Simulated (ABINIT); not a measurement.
# RbCaH3 (Pm-3m): G0W0 in ABINIT against the bands in the self-energy

Wanted: the cheapest bands in the self-energy that holds the gap of RbCaH3 (Pm-3m).

Program: ABINIT 10.8.3. Level of theory: LDA and many-body steps on it, plane waves. Results are calculated unless marked as measured.

Report form: the programs' logs are mostly left out.

**1. Set-up**

Symmetry: Pm-3m, No. 221, cubic system. The conventional cell has a = 4.547 Å, b = 4.547 Å, c = 4.547 Å, α = 90.00°, β = 90.00°, γ = 90.00°. Nearest to Rb lie 12 H at 3.22 Å. Nearest to Ca lie 6 H at 2.27 Å. Nearest to H lie 2 Ca at 2.27 Å and 8 H at 3.22 Å and 4 Rb at 3.22 Å. Farther neighbours are not listed.

The cell and positions come from the Crystallography Open Database and are kept as given unless a step says otherwise.

**2. Screening, 2×2×2 mesh, 163 bands, screening to 176.9 eV**

This step: ABINIT 10.8.3; RPA screening on LDA, plane waves, norm-conserving pseudopotentials.

The RPA dielectric matrix is built and inverted for each q.

run.abi reads:

```
acell 3*1.0 Angstrom
rprim 
  4.547000000000 0.000000000000 0.000000000000
  0.000000000000 4.547000000000 0.000000000000
  0.000000000000 0.000000000000 4.547000000000
ntypat 3
znucl 37 20 1
natom 5
typat 1 2 3 3 3
xred 
  0.000000000000 0.000000000000 0.000000000000
  0.500000000000 0.500000000000 0.500000000000
  0.000000000000 0.500000000000 0.500000000000
  0.500000000000 0.000000000000 0.500000000000
  0.500000000000 0.500000000000 0.000000000000
pp_dirpath "pseudos"
pseudos "Rb.upf, Ca.upf, H.upf"
ecut 31
ngkpt 2 2 2
nshiftk 1
shiftk 0 0 0
kptopt 1
chksymbreak 0
istwfk *1
occopt 1
irdwfk 1
optdriver 3
nband 163
ecuteps 6.5
inclvkb 2
awtr 1
symchi 1
indata_prefix "in"
outdata_prefix "out"
tmpdata_prefix "tmp"
```

Launch:

```console
> OMP_NUM_THREADS=1 mpirun -n 4 abinit run.abi > log
```

The job ended after 15 s (4 MPI ranks of Arm Neoverse V1, shared host; peak memory 0.92 GiB).

Numbers from this step:

| Item | Value |
| --- | --- |
| ε∞ with local fields, on this mesh, along the program's q direction | 3.809 |
| the same without local fields | 4.292 |
| plasma frequency | 17.96 eV |
| plane waves in the screening matrix | 485 |

Local fields lower ε∞ by 11 %. On a Γ-centred mesh this coarse the value itself is usually too large, while a short band sum pulls it down.

**3. 19 bands**

This step: G0W0 on LDA, plane waves, norm-conserving pseudopotentials.

Edit run.abi of step 2 so:

```diff
@@ -26,8 +26,17 @@
 irdwfk 1
-optdriver 3
-nband 163
+optdriver 4
+nband 19
+gwcalctyp 0
+ecutsigx 31
+symsigma 1
+nkptgw 2
+kptgw 
+  0.5000000000 0.5000000000 0.0000000000
+  0.0000000000 0.0000000000 0.0000000000
+bdgw 
+  10 14
+  10 14
 ecuteps 6.5
-inclvkb 2
-awtr 1
-symchi 1
+irdscr 1
+ppmodel 1
 indata_prefix "in"
```

Elapsed: 6.2 s, on 4 MPI ranks; peak memory 0.8 GiB; 25 s of CPU time.

This step gave:

```
G0W0 gap on the points computed              : 5.273 eV
starting gap on the mesh                     : 2.932 eV
k of the valence top                         : 0.5, 0.5, 0
k of the conduction bottom                   : 0.5, 0.5, 0
Z at the valence top                         : 0.798
Z at the conduction bottom                   : 0.84
least direct G0W0 gap on the computed points : 5.273 eV
```

**4. 24 bands**

Edit run.abi of step 3 so:

```diff
@@ -27,3 +27,3 @@
 optdriver 4
-nband 19
+nband 24
 gwcalctyp 0
```

It took 6.7 s on 4 MPI ranks; peak memory 0.8 GiB; 26 s of CPU time.

This step gave:

| Quantity | Value |
| --- | --- |
| G0W0 gap on the points computed | 5.237 eV |
| starting gap on the mesh | 2.932 eV |
| k of the valence top | 0.5, 0.5, 0 |
| k of the conduction bottom | 0.5, 0.5, 0 |
| Z at the valence top | 0.793 |
| Z at the conduction bottom | 0.834 |
| least direct G0W0 gap on the computed points | 5.237 eV |

**5. 49 bands**

The self-energy is evaluated for the states that the input lists, and the levels follow from it, in one-shot runs by the linearised quasiparticle equation.

Edit run.abi of step 4 so:

```diff
@@ -27,3 +27,3 @@
 optdriver 4
-nband 24
+nband 49
 gwcalctyp 0
```

The job ended after 10 s (4 MPI ranks; peak memory 0.8 GiB; 42 s of CPU time).

This step gave:

```
G0W0 gap on the points computed              : 5.38 eV
starting gap on the mesh                     : 2.932 eV
k of the valence top                         : 0.5, 0.5, 0
k of the conduction bottom                   : 0.5, 0.5, 0
least direct G0W0 gap on the computed points : 5.38 eV
```

The gap on the mesh goes from 2.93 eV to 5.38 eV, a correction of +2.45 eV.

**6. 100 bands**

Edit run.abi of step 5 so:

```diff
@@ -27,3 +27,3 @@
 optdriver 4
-nband 49
+nband 100
 gwcalctyp 0
```

Run time: 17 s. Hardware: 4 MPI ranks; peak memory 0.89 GiB.

This step gave:

| Property | Result |
| --- | --- |
| G0W0 gap on the points computed | 5.435 eV |
| starting gap on the mesh | 2.932 eV |
| k of the valence top | 0.5, 0.5, 0 |
| k of the conduction bottom | 0.5, 0.5, 0 |
| least direct G0W0 gap on the computed points | 5.435 eV |

Against the run before, the gap moves by +0.055 eV.

**7. 163 bands**

Edit run.abi of step 6 so:

```diff
@@ -27,3 +27,3 @@
 optdriver 4
-nband 100
+nband 163
 gwcalctyp 0
```

It took 26 s on 4 MPI ranks; peak memory 1 GiB; 1.7 min of CPU time.

This step gave:

* G0W0 gap on the points computed: 5.451 eV
* starting gap on the mesh: 2.932 eV
* k of the valence top: 0.5, 0.5, 0
* k of the conduction bottom: 0.5, 0.5, 0
* least direct G0W0 gap on the computed points: 5.451 eV

Against the run before, the gap moves by +0.016 eV.

**8. Side by side**

Times are wall times on 4 MPI ranks of Arm Neoverse V1, shared host, good to a factor of about two. A run's time includes the screening step that it read.

```csv
run,mesh,bands,screening cutoff (eV),DFT gap (eV),gap on the mesh (eV),direct (eV),ε∞ used,time
19 bands,2×2×2,19,176.9,2.932,5.273,5.273,3.81,22 s
24 bands,2×2×2,24,176.9,2.932,5.237,5.237,3.81,22 s
49 bands,2×2×2,49,176.9,2.932,5.380,5.380,3.81,26 s
100 bands,2×2×2,100,176.9,2.932,5.435,5.435,3.81,32 s
163 bands,2×2×2,163,176.9,2.932,5.451,5.451,3.81,41 s
```

**9. Outcome**

- 19 bands: 5.273 eV
- 24 bands: 5.237 eV
- 49 bands: 5.380 eV
- 100 bands: 5.435 eV
- 163 bands: 5.451 eV
- known limits: not at the basis limit; no spin-orbit coupling; coarse k mesh

The setting moved: bands in the self-energy. From 19 bands to 163 bands the gap moves by +0.18 eV, not steadily: it passes through 5.24 eV. The last step still moves it by +0.016 eV. Bands and screening cutoff are coupled, so a series along one setting does not show full convergence. Bands and cutoff are finite, so the gap is not at the basis limit. The miss can reach some tenths of an eV and take either sign; the mesh is an error of its own. In the first G0W0 run levels were corrected at 2 k points alone, so a gap called «on the mesh» is the least over those, and an edge elsewhere would be missed. The 2×2×2 mesh is coarse for this cell, which bears on the long-range parts of exchange and screening. This is the ideal cubic cell; many perovskites, halides above all, are cubic only on average, and local tilts or off-centring can widen the gap. The many-body steps are scalar-relativistic: spin-orbit coupling is not in them.

[Paths, hosts, dates, memory and timing lines, banners, echoed tables and standing remarks are left out of the program output.]

[Logs are printed without paths, hosts, clocks, repeated set-up lines and the standing remarks that a program may print on its own settings, such as how far it seeks lower states.]

[Runs of the session that timed out or met a known fault of the program may be left out.]

[No measured gap is set beside runs whose start may be inverted or whose files or cutoffs have a known fault.]

[Hosts, paths, dates, database ids (printed as entryN), source tags and the programs' standing remarks are cut or masked in the printed files.]

[G0W0 gaps are taken among the corrected bands and points alone; a level outside them can change the order at an edge.]

[Where Ansatz stands beside ABINIT at settings called matched, ABINIT's density can come from a denser mesh and the files from another edition; pairs whose starting gaps differed by over 0.03 eV were left out, so agreement reads better than it is.]
